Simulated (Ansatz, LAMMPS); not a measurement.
# Elastic response of amorphous 65GeO2-35La2O3 (mol %) (96 atoms), part 3 of 4

Aim: relax amorphous 65GeO2-35La2O3 (mol %) (96 atoms), then change its volume and shape to read moduli from the stress.

Ansatz 0.2.0; Kohn-Sham DFT, PBE, PAW (set soft_2), plane waves.

The cell: 17 Ge, 18 La and 61 O. The quench rate of 20 K/ps far exceeds what a furnace or splat quench reaches. The network of bonds at the start is that of the classical potential that made the cell. Sampling is at Γ alone. Spin–orbit coupling is left out.

So far. Step 2 (Single point at the start): The r.m.s. force at the start is 0.70 eV/Å. Step 3 (Cell and atoms relaxed): The relaxation converged after 29 steps, with a largest force component of 0.034 eV/Å.

### Step 4. Single point at the relaxed geometry

The electronic structure is read at the final geometry, in a run of its own.

The input, input.yaml:

```yaml
crystal:
  lattice:
    - [11.20916, 0.33826, -0.03246]
    - [0.33826, 12.21064, -0.11022]
    - [-0.03246, -0.11022, 11.57802]
  atoms:
    - { symbol: Ge, position: [0.6295, 0.99489, 0.88145] }
    - { symbol: Ge, position: [0.68524, 0.07124, 0.6364] }
    - { symbol: Ge, position: [0.85697, 0.53406, 0.83801] }
    - { symbol: Ge, position: [0.89669, 0.31878, 0.42502] }
    - { symbol: Ge, position: [0.89782, 0.09521, 0.26388] }
    - { symbol: Ge, position: [0.36086, 0.06009, 0.00043] }
    [... 84 atom lines left out ...]
    - { symbol: O, position: [0.94204, 0.65285, 0.311] }
    - { symbol: O, position: [0.04177, 0.04312, 0.77557] }
    - { symbol: O, position: [0.57374, 0.03117, 0.73901] }
    - { symbol: O, position: [0.73269, 0.20342, 0.66212] }
    - { symbol: O, position: [0.37147, 0.88413, 0.75816] }
    - { symbol: O, position: [0.48476, 0.37055, 0.25567] }
kpoints:
  mp_grid: { grid: [1, 1, 1] }
hamiltonian:
  xc: pbe
scf:
  occupations: { method: gaussian, width: 0.05 }
output:
  forces: true
  stress: true
  populations: true
  dos:
    method: { smearing: { sigma: 0.15 } }
    de: 0.1
    projected: { site_lists: { Ge: [Ge], La: [La], O: [O] } }
  eigenvalues: true
  write_density: true
  write_potential: true
  volumetric_format: npy
```

Run with:

```
ansatz run input.yaml --threads 4 --pin off --max-ram 8192MiB --backend cpu --events-out ev --progress --plain --runs-dir out
```

Numbers of over 12 decimals in the logs are rounded to 6 here.

Log:

```text
La: projections on atomic orbitals take those of the free atom [Kr 4d10] 4f0 5s2 5p6 5d1 6s2, of charge +0.00 (hamiltonian.pseudopotentials.projection_atoms); the dataset's partial waves leave at most 1.9e-5 of an orbital's norm unspanned inside its sphere
[...]
Crystal: 96 atoms, lattice volume = 1583.224 Å³
Basis set: ecut = 420 eV, 30945 PW (Γ), exchange–correlation on 150×180×160 points (8 copies of the dense FFT grid, shifted against one another)
Bands: 497, of which v1, the nominal top of the filled ones, is band 401 counted from 1 (400 counted from 0)
Symmetry: 1 space group operations
[...]
k-points: 1
[...]
SCF iter   1: F=—  HF=-220217.805924 eV  |F-HF|=—  |Δ(HF+E_count)|=         —  Δρ=2.96e-3  dr2=1.62e-1  ethr=1.77e-3  ⟨swp⟩=5.0  Hψ=1997  notcnv=0
[...]
SCF iter  10: F=-220217.809770 eV  HF=-220217.809769 eV  |F-HF|=3.96e-8  |Δ(HF+E_count)|=   2.38e-7  Δρ=2.10e-6  dr2=7.53e-8  ethr=1.25e-11  ⟨swp⟩=17.0  Hψ=4767  notcnv=0
SCF 1 converged in 10 iterations: F = -220217.809770 eV  dr2 = 7.53e-8
[...]
SCF converged after 10 iterations
Free energy (F): -220217.809770 eV
[...]
Internal energy: -220217.809770 eV  (E = F + TS)
E sigma→0 (E₀):  -220217.809770 eV
Fermi energy:    7.735775 eV
[...]
--- Forces (eV/Å), atoms counted from 1 ---
  atom   1  Ge    -0.00606935    -0.00869541     0.00239731
  atom   2  Ge     0.00021897     0.00268179     0.00790616
  atom   3  Ge    -0.01098612     0.00664005    -0.00201944
  atom   4  Ge     0.01267477    -0.00325292     0.00955425
  atom   5  Ge     0.00454702    -0.03579456    -0.00348857
  atom   6  Ge     0.03083335    -0.02901776    -0.00143967
  atom   7  Ge    -0.01710485     0.03342110    -0.01099650
  atom   8  Ge    -0.01176043     0.00098475    -0.00282882
  atom   9  Ge    -0.01149478    -0.00268592    -0.00513752
  atom  10  Ge     0.00485362    -0.01472858    -0.01397472
  atom  11  Ge     0.00295110     0.00203175    -0.01203730
  atom  12  Ge    -0.00076944     0.00937762     0.00417443
  atom  13  Ge    -0.00761501    -0.00103505     0.00633038
  atom  14  Ge    -0.00139463    -0.00460219     0.00724632
[...]
atom  95  O     -0.01976816    -0.00287175     0.00721789
  atom  96  O     -0.00109105     0.01311947     0.00288730
  max |Σ_I F_I| component: 9.36e-5 eV/Å
--- Stress (GPa, compression-positive) ---
       -0.003425       0.005787       0.006087
        0.005787       0.030016      -0.002579
        0.006087      -0.002579      -0.028155
  P = ⅓ Tr σ = -0.0005 GPa (-0.005 kbar)
--- Band table (eV) ---
[...]
--- Löwdin populations: 96 sites ---
  site symbol       q [e]
     0     Ge     12.5295
     1     Ge     12.5573
     2     Ge     12.5276
[...]
95      O      6.7025
  spilling = 0.003956 (of n_electrons = 802.000000)
```

The job ended after 23 s (4 threads of Intel Xeon Platinum 8488C (Sapphire Rapids), shared host; peak memory 2.5 GiB; 86 s of CPU time).

Numbers from this run:

```
free energy                                      : -220217.8098 eV
free energy per atom                             : -2293.9355 eV/atom
SCF cycles                                       : 10
pressure                                         : -0.0005215 GPa
r.m.s. force component                           : 0.00826 eV/Å
longest force                                    : 0.04237 eV/Å
Fermi energy                                     : 7.736 eV
gap (highest filled to lowest empty level) : 2.956 eV
spilling of the projection                       : 0.003956
```

Löwdin charges by element and coordination (they lack the spilled electrons, 0.033 e an atom on average):

| element | coordination | atoms | mean charge (e) | spread | least | most |
| --- | --- | --- | --- | --- | --- | --- |
| Ge | all | 17 | 1.47 | 0.031 | 1.43 | 1.53 |
| Ge | 4 | 16 | 1.47 | 0.0311 | 1.43 | 1.53 |
| Ge | 5 | 1 | 1.44 | 0 | 1.44 | 1.44 |
| La | all | 18 | 1.09 | 0.0484 | 0.982 | 1.19 |
| La | 6 | 4 | 1.08 | 0.0307 | 1.03 | 1.12 |
| La | 7 | 13 | 1.10 | 0.0532 | 0.982 | 1.19 |
| La | 8 | 1 | 1.08 | 0 | 1.08 | 1.08 |
| O | all | 61 | -0.679 | 0.0428 | -0.749 | -0.524 |
| O | 2 | 4 | -0.732 | 0.018 | -0.749 | -0.702 |
| O | 3 | 44 | -0.675 | 0.0434 | -0.737 | -0.524 |
| O | 4 | 13 | -0.674 | 0.0344 | -0.715 | -0.566 |

States in the cell by windows of 0.5 eV, zero at the Fermi level; the larger projections on atomic orbitals stand beside the total:

```csv
from (eV),to (eV),total,O p,La f,La d,Ge p
-10,-9.5,3.7,2.0,0.0,0.0,0.1
-9.5,-9,3.4,1.8,0.0,0.1,0.1
-9,-8.5,7.3,3.9,0.0,0.2,0.3
-8.5,-8,6.3,3.4,0.0,0.2,0.2
-8,-7.5,8.3,4.4,0.0,0.2,0.2
-7.5,-7,4.7,2.5,0.0,0.1,0.1
-7,-6.5,1.6,1.1,0.0,0.1,0.3
-6.5,-6,11.1,7.7,0.1,0.6,2.0
-6,-5.5,20.3,14.3,0.1,1.3,3.3
-5.5,-5,26.0,18.7,0.2,1.8,3.7
-5,-4.5,26.9,20.2,0.2,1.6,3.2
-4.5,-4,18.4,14.8,0.1,1.2,1.1
-4,-3.5,40.2,33.7,0.4,3.5,0.5
-3.5,-3,55.8,48.1,0.7,4.3,0.5
-3,-2.5,60.9,54.4,1.1,2.9,0.4
-2.5,-2,51.7,47.2,1.1,1.6,0.3
-2,-1.5,18.1,16.2,0.6,0.7,0.1
-1.5,-1,1.0,0.9,0.0,0.0,0.0
-1,1,0.0,0.0,0.0,0.0,0.0
1,1.5,1.3,0.2,0.0,0.1,0.1
1.5,2,0.8,0.1,0.0,0.0,0.0
2,2.5,5.9,0.9,1.4,1.0,0.3
2.5,3,63.9,2.0,51.8,5.2,0.8
```

Between -26 and -10 eV lie 400 more states.

The stored curve holds about 766 of the 802 electrons; the rest, give or take the few that broadening carries across the Fermi level, lie in deeper levels below its range.

The levels nearest the highest filled one (over half full), pooled over k-points and spins:

```
level less the highest filled one (eV)  occupation
                                -0.418           2
                                -0.381           2
                                -0.361           2
                                -0.348           2
                                -0.255           2
                                     0           2
                                  2.96           0
                                  3.68           0
                                  3.85           0
                                  4.00           0
                                  4.05           0
                                  4.11           0
```

Electrostatic potential energy in the bc plane at fractional x = 0.369, with atoms of Ge and La and O within 0.2 Å of it. With pseudopotentials it is smooth inside the atoms' cores, unlike the true potential.

Ten even steps from '0' (-35 eV) to '9' (13 eV), each cell a mean:
```
3102567999999999999999999999999997
7546400499999999999999999999999998
9888500389999999999999998888999999
9999965556799999999999998888999999
9999984112589999999999999889853699
9999973001489999988899999999600289
9999875223689999988877999999832489
7897215777899999999855899999998766
2586215999999999999999999999987410
0378889999999999999999999999985100
0479999999999999999999999999986200
5789999988999999999999999989997643
8999999999998878899999999989998888
9986799999987433688799998888999999
8875799999984101351038875456899998
4457999999985211451038730002689986
1025899999997545787688610410589873
0025899999999888999998730002689863
3356899999999999999999864346899986
8730179999998888999999988888999998
9820069999987667899999999999999999
8754589999965557899999999999999999
5323689999966778899999999999999998
2001489999999989999999999999999997
```
Columns run along b (12.2 Å; values clipped at the 3rd and 97th percentile), rows up along c (11.6 Å). Atoms in or near the plane, at fractional coordinates: Ge at (0.06, 0.00), Ge at (0.24, 0.77), La at (0.74, 0.30), O at (0.56, 0.36), O at (0.17, 0.91), O at (0.10, 0.15), O at (0.88, 0.76).

Valence density in the bc plane at fractional x = 0.369, with atoms of Ge and La and O within 0.2 Å of it. It is the smooth field of the valence electrons, not physical close to the nuclei.

Ten steps, logarithmic in the rise over the least value, from '0' (0 e/Å³) to '9' (36 e/Å³), each cell a mean:
```
2675223200000000000000000000000001
1222355410000000000000011100000000
0001355420000000000000122110000000
0000133221000000000000011100011100
0000012675200000000000000001244310
0000013897210000000011000001356520
0001222454110000001233200000245420
1113453211000000001233210000012211
3213553100000000000122100000001233
3211221000000000000000000000002333
3210000000001100000000000111001333
2100000000012110000000001222100122
0011100000011110000000001121100000
0123310000011233112221000111000000
0123310000002686335542112221000000
2222100000002575235642123333100001
7741000000001121113321133333200013
7851000000000000000000123333100013
3322210000000000000000012221000001
1245531000000000000000000000000000
0246531000011110000000000000000000
0134310000133221000000000000000000
1343100000233210000000000000000000
3896210000111100000000000000000001
```
Columns run along b (12.2 Å), rows up along c (11.6 Å). Atoms in or near the plane, at fractional coordinates: Ge at (0.06, 0.00), Ge at (0.24, 0.77), La at (0.74, 0.30), O at (0.56, 0.36), O at (0.17, 0.91), O at (0.10, 0.15), O at (0.88, 0.76).

Between filled and empty levels lie 2.96 eV (at Γ alone); a semilocal functional tends to put such gaps too low. In a disordered cell it changes from sample to sample, and tail or defect levels can set it. Mean Löwdin charges: Ge +1.47, La +1.09, O -0.68 e (they miss 0.40 % of the electrons, so they add up to more than the cell's charge).

### Step 5. Volume -3 %

The relaxed cell is scaled evenly and the atoms are relaxed again; the stress at the end gives one point of P(V).

input.yaml, the sections that differ from step 4:

```yaml
crystal:
  lattice:
    - [11.09593, 0.33484, -0.03213]
    - [0.33484, 12.08729, -0.10911]
    - [-0.03213, -0.10911, 11.46106]
  atoms:
    [... the 96 atom lines of step 4 ...]
output:
  forces: true
  eigenvalues: true
  stress: true
relax:
  f_tol: 0.05
  max_steps: 70
# kpoints, hamiltonian, scf: as in step 4
```

Log:

```text
Warning: output.stress: scf.convergence.dr2_threshold = 1e-7 eV (the SCF's general default) is looser than the 9.6e-9 eV advised for a printed stress (1e-10 eV for each atom of the cell: 96). What an SCF threshold leaves in a stress goes as its square root, and in the free energy as the threshold itself, and one threshold admits the most on a small cell: [...]
[...]
Crystal: 96 atoms, lattice volume = 1535.727 Å³
Basis set: ecut = 420 eV, 30051 PW (Γ), exchange–correlation on 150×162×160 points (8 copies of the dense FFT grid, shifted against one another)
Bands: 497, of which v1, the nominal top of the filled ones, is band 401 counted from 1 (400 counted from 0)
Symmetry: 1 space group operations
[...]
k-points: 1
[...]
SCF iter   1: F=—  HF=-220217.224412 eV  |F-HF|=—  |Δ(HF+E_count)|=         —  Δρ=2.98e-3  dr2=1.59e-1  ethr=1.77e-3  ⟨swp⟩=5.0  Hψ=2094  notcnv=0
[...]
SCF iter   6: F=-220217.227899 eV  HF=-220217.227886 eV  |F-HF|=1.34e-5  |Δ(HF+E_count)|=   4.18e-5  Δρ=4.49e-5  dr2=3.45e-5  ethr=7.79e-9  ⟨swp⟩=12.0  Hψ=2921  notcnv=0
SCF 1 converged in 6 iterations: F = -220217.227899 eV  dr2 = 3.45e-5
[...]
relax step   1: F+E_penalty+E_count = -220217.22789916 eV  Δ(F+E_penalty+E_count) = +0.000e0 eV  max|allowed force component| = 4.369e-1 eV/Å  Δτ_max = 0.0000 Å  (6 SCF iters, dr2 threshold 6.25e-5 eV, accepted)
[...]
relax step   2: F+E_penalty+E_count = -220217.39069197 eV  Δ(F+E_penalty+E_count) = -1.628e-1 eV  max|allowed force component| = 4.203e-1 eV/Å  Δτ_max = 0.1013 Å  (8 SCF iters, dr2 threshold 1.19e-5 eV, accepted)
[...]
relax step   3: F+E_penalty+E_count = -220217.50632766 eV  Δ(F+E_penalty+E_count) = -1.156e-1 eV  max|allowed force component| = 1.190e-1 eV/Å  Δτ_max = 0.0451 Å  (7 SCF iters, dr2 threshold 1.10e-5 eV, accepted)
relax step   4: F+E_penalty+E_count = -220217.45112388 eV  Δ(F+E_penalty+E_count) = +5.520e-2 eV  max|allowed force component| = 6.290e-1 eV/Å  Δτ_max = 0.2000 Å  (11 SCF iters, rejected (line search))
relax step   5: F+E_penalty+E_count = -220217.53426197 eV  Δ(F+E_penalty+E_count) = -2.793e-2 eV  max|allowed force component| = 5.815e-2 eV/Å  Δτ_max = 0.0773 Å  (10 SCF iters, accepted)
relax step   6: F+E_penalty+E_count = -220217.53651266 eV  Δ(F+E_penalty+E_count) = -2.251e-3 eV  max|allowed force component| = 5.784e-2 eV/Å  Δτ_max = 0.0086 Å  (8 SCF iters, accepted)
[...]
relax step   7: F+E_penalty+E_count = -220217.53665434 eV  Δ(F+E_penalty+E_count) = -1.417e-4 eV  max|allowed force component| = 2.855e-2 eV/Å  Δτ_max = 0.0377 Å  (9 SCF iters, accepted)
SCF converged after 9 iterations
Free energy (F): -220217.536654 eV
[...]
Internal energy: -220217.536654 eV  (E = F + TS)
E sigma→0 (E₀):  -220217.536654 eV
Fermi energy:    8.130051 eV
[...]
--- Forces (eV/Å), atoms counted from 1 ---
  atom   1  Ge     0.00193009    -0.00078598     0.00343146
  atom   2  Ge     0.01887975     0.01214203     0.00384706
  atom   3  Ge     0.00340821     0.00453115    -0.01391249
  atom   4  Ge    -0.02580827     0.00595441    -0.01802675
  atom   5  Ge    -0.00017398    -0.02475661     0.00278530
  atom   6  Ge    -0.01089651    -0.00522857     0.01095388
  atom   7  Ge     0.00963394     0.00581602    -0.00188774
  atom   8  Ge     0.00417025     0.02778226    -0.00763916
  atom   9  Ge    -0.00740247    -0.00223573    -0.01429563
  atom  10  Ge    -0.00488980    -0.00059064    -0.00652884
  atom  11  Ge     0.00703942    -0.00441038     0.00214805
  atom  12  Ge    -0.01895314     0.00040775    -0.02045592
  atom  13  Ge    -0.00277137     0.01221470    -0.01101886
  atom  14  Ge    -0.00388076     0.00118147     0.00837716
[...]
atom  95  O      0.00408677     0.00555668     0.00376868
  atom  96  O      0.00238827     0.00510648     0.01170522
  max |Σ_I F_I| component: 7.37e-5 eV/Å
--- Stress (GPa, compression-positive) ---
        1.970543      -0.074510       0.111706
       -0.074510       1.922468      -0.102545
        0.111705      -0.102545       1.869507
  P = ⅓ Tr σ = 1.9208 GPa (19.208 kbar)
--- Band table (eV) ---
[...]
--- Relaxed structure (7 steps of the walk, 6 accepted, 0 SCFs on fresh bases) ---
  F+E_penalty+E_count = -220217.53665434 eV   max|allowed force component| = 2.855e-2 eV/Å
  atoms:
    - { symbol: Ge, position: [0.632677, 0.994811, 0.882349] }
    - { symbol: Ge, position: [0.686266, 0.074375, 0.636922] }
    - { symbol: Ge, position: [0.856869, 0.534278, 0.837108] }
    - { symbol: Ge, position: [0.894253, 0.318740, 0.424751] }
[...]
- { symbol: O, position: [0.485816, 0.371132, 0.256153] }
```

It took 2 min on 4 threads; peak memory 2.4 GiB.

The program notes that the SCF threshold is loose for the stress.

The relaxation converged after 7 steps, 0.309 eV below its start, with a largest force component of 0.029 eV/Å.

Volume -3 %: the energy stands 0.273 eV above that of the reference, at a pressure of 1.92 GPa.

### Step 6. Volume +3 %

The relaxed cell is scaled to another volume.

Input and log are left out; they have the form of those shown for this kind of step.

It took 2.1 min on 4 threads of Intel Xeon Platinum 8488C (Sapphire Rapids), shared host; peak memory 2.6 GiB; 7.8 min of CPU time.

The relaxation converged after 7 steps, 0.294 eV below its start, with a largest force component of 0.024 eV/Å.

Volume +3 %: the energy stands 0.233 eV above that of the reference, at a pressure of -1.53 GPa.

### Step 7. Volume -6 %

The relaxed cell is scaled to another volume.

input.yaml, the sections that differ from step 5:

```yaml
crystal:
  lattice:
    - [10.98034, 0.33135, -0.0318]
    - [0.33135, 11.96137, -0.10797]
    - [-0.0318, -0.10797, 11.34167]
  atoms:
    [... the 96 atom lines of step 4 ...]
# kpoints, hamiltonian, scf, output, relax: as in step 5
```

Log:

```text
[...]
Crystal: 96 atoms, lattice volume = 1488.231 Å³
Basis set: ecut = 420 eV, 29043 PW (Γ), exchange–correlation on 150×160×160 points (8 copies of the dense FFT grid, shifted against one another)
Bands: 497, of which v1, the nominal top of the filled ones, is band 401 counted from 1 (400 counted from 0)
Symmetry: 1 space group operations
[...]
k-points: 1
[...]
SCF iter   1: F=—  HF=-220215.319914 eV  |F-HF|=—  |Δ(HF+E_count)|=         —  Δρ=3.03e-3  dr2=1.59e-1  ethr=1.77e-3  ⟨swp⟩=5.0  Hψ=2096  notcnv=0
[...]
SCF iter   5: F=—  HF=-220215.321097 eV  |F-HF|=—  |Δ(HF+E_count)|=   2.16e-4  Δρ=1.47e-4  dr2=3.12e-4  ethr=9.95e-8  ⟨swp⟩=2.0  Hψ=747  notcnv=0  defer=90
SCF iter   6: F=-220215.321145 eV  HF=-220215.321132 eV  |F-HF|=1.32e-5  |Δ(HF+E_count)|=   3.45e-5  Δρ=4.37e-5  dr2=3.11e-5  ethr=7.79e-9  ⟨swp⟩=13.0  Hψ=2926  notcnv=0
SCF 1 converged in 6 iterations: F = -220215.321145 eV  dr2 = 3.11e-5
[...]
relax step   1: F+E_penalty+E_count = -220215.32114508 eV  Δ(F+E_penalty+E_count) = +0.000e0 eV  max|allowed force component| = 9.069e-1 eV/Å  Δτ_max = 0.0000 Å  (6 SCF iters, dr2 threshold 6.25e-5 eV, accepted)
[...]
relax step   2: F+E_penalty+E_count = -220216.09502909 eV  Δ(F+E_penalty+E_count) = -7.739e-1 eV  max|allowed force component| = 8.080e-1 eV/Å  Δτ_max = 0.1943 Å  (8 SCF iters, dr2 threshold 5.14e-5 eV, accepted)
[...]
relax step   3: F+E_penalty+E_count = -220216.49487720 eV  Δ(F+E_penalty+E_count) = -3.998e-1 eV  max|allowed force component| = 2.230e-1 eV/Å  Δτ_max = 0.1055 Å  (6 SCF iters, dr2 threshold 4.08e-5 eV, accepted)
relax step   4: F+E_penalty+E_count = -220216.58655757 eV  Δ(F+E_penalty+E_count) = -9.168e-2 eV  max|allowed force component| = 4.462e-1 eV/Å  Δτ_max = 0.2000 Å  (9 SCF iters, dr2 threshold 3.79e-6 eV, accepted)
relax step   5: F+E_penalty+E_count = -220216.62054353 eV  Δ(F+E_penalty+E_count) = -3.399e-2 eV  max|allowed force component| = 2.008e-1 eV/Å  Δτ_max = 0.2000 Å  (7 SCF iters, dr2 threshold 1.52e-5 eV, accepted)
relax step   6: F+E_penalty+E_count = -220216.55417439 eV  Δ(F+E_penalty+E_count) = +6.637e-2 eV  max|allowed force component| = 3.017e-1 eV/Å  Δτ_max = 0.2000 Å  (8 SCF iters, dr2 threshold 8.16e-6 eV, rejected (line search))
relax step   7: F+E_penalty+E_count = -220216.64862909 eV  Δ(F+E_penalty+E_count) = -2.809e-2 eV  max|allowed force component| = 9.783e-2 eV/Å  Δτ_max = 0.0794 Å  (11 SCF iters, accepted)
[...]
relax step   8: F+E_penalty+E_count = -220216.65424357 eV  Δ(F+E_penalty+E_count) = -5.614e-3 eV  max|allowed force component| = 2.675e-2 eV/Å  Δτ_max = 0.0611 Å  (9 SCF iters, accepted)
SCF converged after 9 iterations
Free energy (F): -220216.654244 eV
[...]
Internal energy: -220216.654244 eV  (E = F + TS)
E sigma→0 (E₀):  -220216.654244 eV
Fermi energy:    8.533362 eV
[...]
Σ components = -220216.654244   (vs F -220216.654244, Δ=0.00e0)
--- Forces (eV/Å), atoms counted from 1 ---
  atom   1  Ge     0.01269227     0.01008120     0.00046084
  atom   2  Ge     0.01445659     0.00024246     0.01429658
  atom   3  Ge    -0.00505530     0.00860455    -0.01442164
  atom   4  Ge     0.00866162    -0.00677719    -0.00911915
[...]
atom  96  O     -0.00104287    -0.00102815    -0.01345402
  max |Σ_I F_I| component: 4.57e-5 eV/Å
--- Stress (GPa, compression-positive) ---
        4.040110      -0.041668       0.197974
       -0.041668       4.011347      -0.141981
        0.197974      -0.141981       3.901220
  P = ⅓ Tr σ = 3.9842 GPa (39.842 kbar)
--- Band table (eV) ---
[...]
--- Relaxed structure (8 steps of the walk, 7 accepted, 0 SCFs on fresh bases) ---
  F+E_penalty+E_count = -220216.65424357 eV   max|allowed force component| = 2.675e-2 eV/Å
  atoms:
    - { symbol: Ge, position: [0.635928, 0.993634, 0.881250] }
    - { symbol: Ge, position: [0.687761, 0.079365, 0.635790] }
    - { symbol: Ge, position: [0.856304, 0.532768, 0.836003] }
    - { symbol: Ge, position: [0.890465, 0.318456, 0.424630] }
[...]
- { symbol: O, position: [0.487296, 0.372255, 0.259679] }
```

The job ended after 2.3 min (4 threads; peak memory 2.4 GiB).

The relaxation converged after 8 steps, 1.33 eV below its start, with a largest force component of 0.027 eV/Å.

Volume -6 %: the energy stands 1.16 eV above that of the reference, at a pressure of 3.98 GPa.

### Step 8. Volume +6 %

The relaxed cell is scaled to another volume.

Input and log are left out; they have the form of those shown for this kind of step.

It took 2.1 min on 4 threads of Intel Xeon Platinum 8488C (Sapphire Rapids), shared host; peak memory 2.6 GiB; 7.9 min of CPU time.

The relaxation converged after 7 steps, 1.13 eV below its start, with a largest force component of 0.046 eV/Å.

Volume +6 %: the energy stands 0.872 eV above that of the reference, at a pressure of -2.74 GPa.

(Continued in part 4 of 4.)

[Logs are printed without paths, hosts, clocks, repeated set-up lines and the standing remarks that a program may print on its own settings, such as how far it seeks lower states.]

[Hosts, paths, dates, database ids (printed as entryN), source tags and the programs' standing remarks are cut or masked in the printed files.]
